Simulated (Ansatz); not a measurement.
## Li2MgGeS4 (stannite) (I-42m): the gap up the ladder of methods

Aim: the gap of Li2MgGeS4 (stannite) (I-42m) at several levels of theory on one structure, with the time that each takes.

Method: density functionals, hybrids and G0W0, plane waves, PAW, in Ansatz 0.2.0.

The structure was built from a prototype and need not be the compound's stable phase.

### 1. The starting structure

It takes space group I-42m (No. 121, tetragonal). Conventional cell: a = 5.436 Å, b = 5.436 Å, c = 11.009 Å, α = 90.00°, β = 90.00°, γ = 90.00°. Nearest to Li lie 4 S at 2.38 Å. Nearest to Mg lie 4 S at 2.47 Å. Ge has 4 S at 2.23 Å nearest. S has 1 Ge at 2.23 Å and 2 Li at 2.38 Å and 1 Mg at 2.47 Å nearest. It derives from Ge1Li2Mg1S4. Farther neighbours and most contacts between anions are not listed.

The structure was relaxed with PBEsol. The runs that relaxed it are not among those shown. The default PAW set here is soft_2. Its files were made with PBE.

### 2. PBEsol on the 6×6×6 mesh

Levels along a band path and on the mesh show where this functional puts the band edges.

This step: DFT, PBEsol, plane waves, PAW.

input.yaml

```yaml
crystal:
  lattice:
    - [-2.7180944902, 2.7180944902, 5.5042990216]
    - [2.7180944902, -2.7180944902, 5.5042990216]
    - [2.7180944902, 2.7180944902, -5.5042990216]
  atoms:
    - { symbol: Li, position: [0.75, 0.25, 0.5] }
    - { symbol: Li, position: [0.25, 0.75, 0.5] }
    - { symbol: Mg, position: [0.0, 0.0, 0.0] }
    - { symbol: Ge, position: [0.5, 0.5, 0.0] }
    - { symbol: S, position: [0.8533830743, 0.8533830743, 0.4617170967] }
    - { symbol: S, position: [0.1466169257, 0.6083340224, 0.0] }
    - { symbol: S, position: [0.6083340224, 0.1466169257, 0.0] }
    - { symbol: S, position: [0.3916659776, 0.3916659776, 0.5382829033] }
kpoints:
  mp_grid: { grid: [6, 6, 6] }
  band_path:
    path:
      - [[0.0, 0.0, 0.0], [0.0, 0.0, 0.5], [0.25, 0.25, 0.25], [0.0, 0.5, 0.0], [0.0, 0.0, 0.0], [0.5, 0.5, -0.5], [0.3125, 0.6875, -0.3125]]
      - [[-0.3125, 0.3125, 0.3125], [0.0, 0.0, 0.0]]
      - [[0.0, 0.0, 0.5], [-0.125, 0.125, 0.5]]
      - [[0.5, 0.5, -0.125], [0.5, 0.5, -0.5]]
    npoints: 10
hamiltonian:
  xc: pbesol
scf:
  occupations: { method: fermi_dirac, width: 0.02 }
  n_extra_bands: 6
output:
  eigenvalues: true
  forces: true
  stress: true
  write_density: true
  write_potential: true
  elf: true
  volumetric_format: npy
```

Command:

```
$ ansatz run input.yaml --threads 4 --pin off --max-ram 17510MiB --backend cpu --events-out ev --progress --plain --runs-dir out
```

Numbers of over 12 decimals in the logs are rounded to 6 here.

The log of the run:

```text
scf.n_extra_bands = 6 over 27 filled bands (N_el = 54.0): the run solves 33 bands
Engine: ansatz 0.2.0, aarch64-unknown-linux-gnu
Pseudopotentials: kind: paw
Pseudopotential: Li, paw, valence charge 3, recommended cutoff 420 eV (normal), Li.paw.azcp
Pseudopotential: Mg, paw, valence charge 10, recommended cutoff 420 eV (normal), Mg.paw.azcp
Pseudopotential: Ge, paw, valence charge 14, recommended cutoff 420 eV (normal), Ge.paw.azcp
Pseudopotential: S, paw, valence charge 6, recommended cutoff 420 eV (normal), S.paw.azcp
Functional definition: PBEsol
  exchange = pbesol_x
  correlation = pbesol_c
Crystal: 8 atoms, lattice volume = 162.664 Å³
Basis set: ecut = 420 eV, 3171 PW (Γ), exchange–correlation on 90×90×90 points (8 copies of the dense FFT grid, shifted against one another)
Bands: 33, of which v1, the nominal top of the filled ones, is band 27 counted from 1 (26 counted from 0)
Symmetry: 8 space group operations
Space group: I-42m (ITA 121), of the structure as read, at distance tolerance 5.5e-5 Å
k-points: 30 of 216 (time reversal used)
Non-local potential: Li, projectors of the file, l = 0: 3, l = 1: 2, l = 2: 1
Non-local potential: Mg, projectors of the file, l = 0: 3, l = 1: 2, l = 2: 1
Non-local potential: Ge, projectors of the file, l = 0: 2, l = 1: 2, l = 2: 3, l = 3: 1
Non-local potential: S, projectors of the file, l = 0: 2, l = 1: 2, l = 2: 2
PAW form: soft (Blöchl's): semilocal exchange-correlation on the pseudo side does not see the compensation charge
PAW frozen core: Mg, regenerated for the run's functional, and the local potential with it (the file was generated under x = pbe(κ = 0.804, μ = 0.219515), c = pbe(β = 0.066725))
PAW frozen core: Ge, regenerated for the run's functional, and the local potential with it (the file was generated under x = pbe(κ = 0.804, μ = 0.219515), c = pbe(β = 0.066725))
PAW frozen core: S, regenerated for the run's functional, and the local potential with it (the file was generated under x = pbe(κ = 0.804, μ = 0.219515), c = pbe(β = 0.066725))
PAW one-centre angular grid: Li, 110 points (default); XC on 64 Gauss nodes
PAW one-centre angular grid: Mg, 110 points (default); XC on 64 Gauss nodes
PAW one-centre angular grid: Ge, 590 points (default); XC on 64 Gauss nodes
PAW one-centre angular grid: S, 110 points (default); XC on 64 Gauss nodes
Initial density: superposition of atomic densities (neutral atoms: chi_scale 0, normalization atom), corrected by the library's trained network
Initial wavefunctions: pseudopotential atomic-orbital guess
Functional: x = pbesol(κ = 0.804, μ = 0.123457), c = pbesol(β = 0.046)
SCF iter   1: F=—  HF=-10119.441473 eV  |F-HF|=—  |Δ(HF+E_count)|=         —  Δρ=3.48e-3  dr2=3.11e-2  ethr=1.77e-3  ⟨swp⟩=7.2  Hψ=4586  notcnv=0  defer=1
preconditioner: auto → Resta (q_TF=auto, 2.270 Å⁻¹)  ε∞=4.0  [insulator: Δε(μ)=2.552 eV  Ē_g=9.470 eV  σ=0.020 eV  W_gap=1.00  n_scr=30 (ndim 8)  ℏωp=16.5 eV  f_vac=0.015  D(μ)=0.00/eV (n_scr^D=0)  ε∞_Penn≈4.0]
SCF iter   2: F=—  HF=-10119.431240 eV  |F-HF|=—  |Δ(HF+E_count)|=   1.02e-2  Δρ=1.50e-3  dr2=4.92e-3  ethr=5.75e-5  ⟨swp⟩=2.8  Hψ=2009  notcnv=0  defer=42
SCF iter   3: F=—  HF=-10119.430153 eV  |F-HF|=—  |Δ(HF+E_count)|=   1.09e-3  Δρ=4.12e-4  dr2=2.96e-4  ethr=9.11e-6  ⟨swp⟩=2.0  Hψ=1728  notcnv=0  defer=42
SCF iter   4: F=—  HF=-10119.430155 eV  |F-HF|=—  |Δ(HF+E_count)|=   1.41e-6  Δρ=1.84e-4  dr2=7.74e-5  ethr=5.48e-7  ⟨swp⟩=2.3  Hψ=1470  notcnv=0  defer=42
SCF iter   5: F=—  HF=-10119.430168 eV  |F-HF|=—  |Δ(HF+E_count)|=   1.38e-5  Δρ=5.06e-5  dr2=4.49e-6  ethr=1.43e-7  ⟨swp⟩=2.0  Hψ=1458  notcnv=0  defer=42
SCF iter   6: F=—  HF=-10119.430174 eV  |F-HF|=—  |Δ(HF+E_count)|=   5.56e-6  Δρ=1.93e-5  dr2=6.11e-7  ethr=8.32e-9  ⟨swp⟩=2.0  Hψ=1748  notcnv=0  defer=42
SCF iter   7: F=-10119.430175 eV  HF=-10119.430175 eV  |F-HF|=4.88e-8  |Δ(HF+E_count)|=   1.17e-6  Δρ=4.38e-6  dr2=3.23e-8  ethr=1.85e-10  ⟨swp⟩=13.6  Hψ=7608  notcnv=0
SCF 1 converged in 7 iterations: F = -10119.430175 eV  dr2 = 3.23e-8
[...]
NSCF: frozen V_eff on 94 k-points
SCF converged after 7 iterations
Free energy (F): -10119.430175 eV
Harris-Foulkes:  -10119.430175 eV  (|F-HF|=4.88e-8)
Internal energy: -10119.430175 eV  (E = F + TS)
E sigma→0 (E₀):  -10119.430175 eV
Fermi energy:    4.629515 eV
--- Per-component energies (eV) ---
  E_band       = -768.720428
  E_kinetic    = 660.743633
  E_local      = -5610.005765  (includes V_loc(G=0)·N_el)
  E_nonlocal   = 566.872867
  E_hartree    = 2240.825628
  E_xc         = -510.354818
  E_vxc        = -480.311414  (∫ρ·V_xc dr)
  E_paw        = -4639.044636  (= ΣΔE_a)
  E_vpaw       = -387.669185  (= ΣTr[D̂ρ^β])
  E_aug_tail   = 0.000300  (compensation charges beyond the density's cutoff)
  E_ewald      = -2829.691980
  E_core_change = 1.224596  (= ΣΔE_core)
  E_smearing   = -0.000000  (= −TS)
  E_closure    = 0.000000  (closes the sum)
  Σ components = -10119.430175   (vs F -10119.430175, Δ=0.00e0)
--- Forces (eV/Å), atoms counted from 1 ---
  atom   1  Li    -0.00000000    -0.00000000     0.00000000
  atom   2  Li    -0.00000000     0.00000000     0.00000000
  atom   3  Mg    -0.00000000     0.00000000    -0.00000000
  atom   4  Ge     0.00000000     0.00000000     0.00000000
  atom   5  S      0.00125718     0.00125718    -0.00148819
  atom   6  S      0.00125718    -0.00125718     0.00148819
  atom   7  S     -0.00125718     0.00125718     0.00148819
  atom   8  S     -0.00125718    -0.00125718    -0.00148819
  max |Σ_I F_I| component: 7.37e-18 eV/Å
--- Stress (GPa, compression-positive) ---
       -0.005563       0.000000       0.000000
        0.000000      -0.005563       0.000000
        0.000000      -0.000000       0.020862
  P = ⅓ Tr σ = 0.0032 GPa (0.032 kbar)
--- Band table (eV; the first three rows and the last of 30) ---
  k-point 0: bands = [... 23 lower, 2.1824, 3.1106, 3.3105, 3.3105, 5.9110, 6.6083, 8.6706, 8.6706, ... 2 higher]
  k-point 1: bands = [... 23 lower, 2.5158, 2.6132, 2.9158, 3.3043, 6.2969, 7.3727, 8.4610, 8.7278, ... 2 higher]
  k-point 2: bands = [... 23 lower, 2.4330, 2.7915, 2.8985, 3.2674, 6.2696, 8.1117, 8.7106, 8.9771, ... 2 higher]
  k-point 29: bands = [... 23 lower, 2.4320, 2.4320, 2.8441, 2.8441, 6.1563, 6.9033, 6.9033, 7.5818, ... 2 higher]
```

Elapsed: 17 s, on 4 threads of Arm Neoverse N1, shared host; peak memory 0.67 GiB.

The column dr2 measures how far the density is from self-consistency, as an energy; F and HF (Harris–Foulkes) agree once it is small.

Numbers from this step:

```yaml
pressure: 0.003245 GPa
filled_bands: 27
gap: 2.588 eV
valence_top_at: X
conduction_bottom_at: Γ
least_direct_gap: 2.594 eV
```

Over mesh and path the gap is 2.588 eV, from k = (0.000, 0.000, 0.500) to k = Γ. The least direct gap found is 2.594 eV, at k = (0.000, 0.000, 0.500).

### 3. PBEsol+SOC on the 6×6×6 mesh

This run has two-component orbitals with spin-orbit coupling.

This step: DFT, PBEsol with spin-orbit coupling, plane waves, PAW.

input.yaml, the sections that differ from step 2:

```yaml
kpoints:
  mp_grid: { grid: [6, 6, 6] }
  band_path:
    path:
      - [0.0, 0.0, 0.0]
      - [0.0, 0.0, 0.5]
      - [0.25, 0.25, 0.25]
      - [0.0, 0.5, 0.0]
      - [0.5, 0.5, -0.5]
      - [0.3125, 0.6875, -0.3125]
      - [-0.3125, 0.3125, 0.3125]
      - [-0.125, 0.125, 0.5]
    npoints: 1
scf:
  occupations: { method: fixed }
  n_extra_bands: 12
magnetization:
  noncollinear: true
  spin_orbit: true
output:
  eigenvalues: true
  forces: true
  stress: true
# crystal, hamiltonian: as in step 2
```

The log of the run:

```text
[...]
non-collinear run that drives no moment, with spin-orbit: no starting moment large enough to seed its density (crystal.atoms[].spin), no starting occupations that ask for one, no magnetisation constraint and no magnetic field, so the semilocal B_xc is pinned to zero
Crystal: 8 atoms, lattice volume = 162.664 Å³
Basis set: ecut = 420 eV, 3171 PW (Γ), exchange–correlation on 90×90×90 points (8 copies of the dense FFT grid, shifted against one another)
Bands: 66, of which v1, the nominal top of the filled ones, is band 54 counted from 1 (53 counted from 0)
Symmetry: 8 space group operations + 8 with time reversal
[...]
k-points: 30 of 216 (time reversal used)
Projection manifold: j_resolved (fully-relativistic pseudo-atomic orbitals)
[...]
atom   4  Ge     0.00000000     0.00000000     0.00000000
  atom   5  S      0.00087898     0.00087898    -0.00184421
  atom   6  S      0.00087898    -0.00087898     0.00184421
  atom   7  S     -0.00087898     0.00087898     0.00184421
  atom   8  S     -0.00087898    -0.00087898    -0.00184421
  max |Σ_I F_I| component: 7.37e-18 eV/Å
--- Stress (GPa, compression-positive) ---
       -0.007348       0.000000       0.000000
        0.000000      -0.007348       0.000000
        0.000000       0.000000       0.019007
  P = ⅓ Tr σ = 0.0014 GPa (0.014 kbar)
--- Band table (eV; the first three rows and the last of 30) ---
  k-point 0: bands = [... 50 lower, 3.2938, 3.2938, 3.3356, 3.3356, 5.9114, 5.9114, 6.6073, 6.6073, ... 8 higher]
  k-point 1: bands = [... 50 lower, 2.9039, 2.9265, 3.3059, 3.3072, 6.2966, 6.2979, 7.3616, 7.3820, ... 8 higher]
  k-point 2: bands = [... 50 lower, 2.8861, 2.9134, 3.2678, 3.2679, 6.2662, 6.2740, 8.0944, 8.1242, ... 8 higher]
  k-point 29: bands = [... 50 lower, 2.8349, 2.8349, 2.8551, 2.8551, 6.1569, 6.1569, 6.8935, 6.8935, ... 8 higher]
[key lines of the parts left out:]
SCF converged after 9 iterations
Magnetization: |M| = 0.0000 μB,  M = (+0.0000, +0.0000, +0.0000) μB
Free energy (F): -10119.583815 eV
Fermi energy:    3.335610 eV
```

Wall time 58 s (4 threads); peak memory 1.4 GiB.

This step gave:

| Item | Value |
| --- | --- |
| pressure | 0.001437 GPa |
| gap | 2.576 eV |
| valence top at | Γ |
| conduction bottom at | Γ |
| least direct gap | 2.576 eV |

Over mesh and listed points the gap is 2.576 eV, direct, at k = Γ. PBEsol+SOC against PBEsol: 2.576 − 2.588 = −0.012 eV. Mesh, set of files and cutoff are the same, but the valence top lies at another k point, so this need not be the shift of one pair of states. The spin-orbit run sees mesh and listed points alone, so its gap is an upper bound: the coupling can move an edge off these points, the more so as this crystal has no centre of inversion, and the change over the zone, its sign included where it is small, is not known.

### 4. r2SCAN on the 6×6×6 mesh

r2SCAN is a meta-GGA: it depends on the kinetic-energy density as well as on the density and its gradient.

This step: DFT, r2SCAN, plane waves, PAW.

Changes to input.yaml since step 3:

```diff
@@ -28,9 +28,6 @@
 hamiltonian:
-  xc: pbesol
+  xc: r2scan
 scf:
   occupations: { method: fixed }
-  n_extra_bands: 12
-magnetization:
-  noncollinear: true
-  spin_orbit: true
+  n_extra_bands: 6
 output:
```

The log of the run:

```text
[...]
Crystal: 8 atoms, lattice volume = 162.664 Å³
Basis set: ecut = 500 eV, 4113 PW (Γ), exchange–correlation on 200×200×200 points (64 copies of the dense FFT grid, shifted against one another)
Bands: 33, of which v1, the nominal top of the filled ones, is band 27 counted from 1 (26 counted from 0)
Symmetry: 8 space group operations
[...]
k-point 0: bands = [... 23 lower, 1.9595, 2.8862, 3.0905, 3.0905, 6.2782, 6.9315, 8.9973, 8.9973, ... 2 higher]
  k-point 1: bands = [... 23 lower, 2.2938, 2.4171, 2.6960, 3.0845, 6.6014, 7.7030, 8.9295, 9.1130, ... 2 higher]
  k-point 2: bands = [... 23 lower, 2.2164, 2.5712, 2.6772, 3.0498, 6.5397, 8.5336, 9.0535, 9.3375, ... 2 higher]
  k-point 29: bands = [... 23 lower, 2.1961, 2.2064, 2.6377, 2.6377, 6.3871, 7.2412, 7.2412, 7.9373, ... 2 higher]
[key lines of the parts left out:]
SCF converged after 7 iterations
Free energy (F): -10272.377430 eV
Fermi energy:    3.109586 eV
P = ⅓ Tr σ = 0.3686 GPa (3.686 kbar)
```

It took 20 s on 4 threads; peak memory 0.97 GiB; 77 s of CPU time.

Numbers from this step:

| Item | Value |
| --- | --- |
| pressure | 0.3686 GPa |
| gap | 3.092 eV |
| valence top at | X |
| conduction bottom at | X |
| least direct gap | 3.092 eV |

Over mesh and listed points the gap is 3.092 eV, direct, at k = (0.000, 0.000, 0.500). r2SCAN against PBEsol: 3.092 − 2.588 = +0.504 eV. The runs also differ in plane-wave cutoff (420 eV and 500 eV), and the conduction bottom lies at another k point, so how much of this comes from the functional alone is not known.

(Part 1 of 2 ends here.)

[Paths, hosts, dates, memory and timing lines, banners, echoed tables and standing remarks are left out of the program output.]

[Logs are printed without paths, hosts, clocks, repeated set-up lines and the standing remarks that a program may print on its own settings, such as how far it seeks lower states.]

[Runs of the session that timed out or met a known fault of the program may be left out.]

[Cells called generated may have been cut or substituted from an entry of the Crystallography Open Database or the Materials Project.]

[Hosts, paths, dates, database ids (printed as entryN), source tags and the programs' standing remarks are cut or masked in the printed files.]

[Where an RPA ε∞ is given, it is that of the G0W0 mesh and is not shown converged in it. Names of k-points follow the symmetry that the program found, which can be lower than the space group named. Band edges on a path are those of the sampled points; other points can move an edge, and change direct to indirect where valleys lie close.]

[Hybrid gaps are those of their k-mesh and are not shown converged in it.]
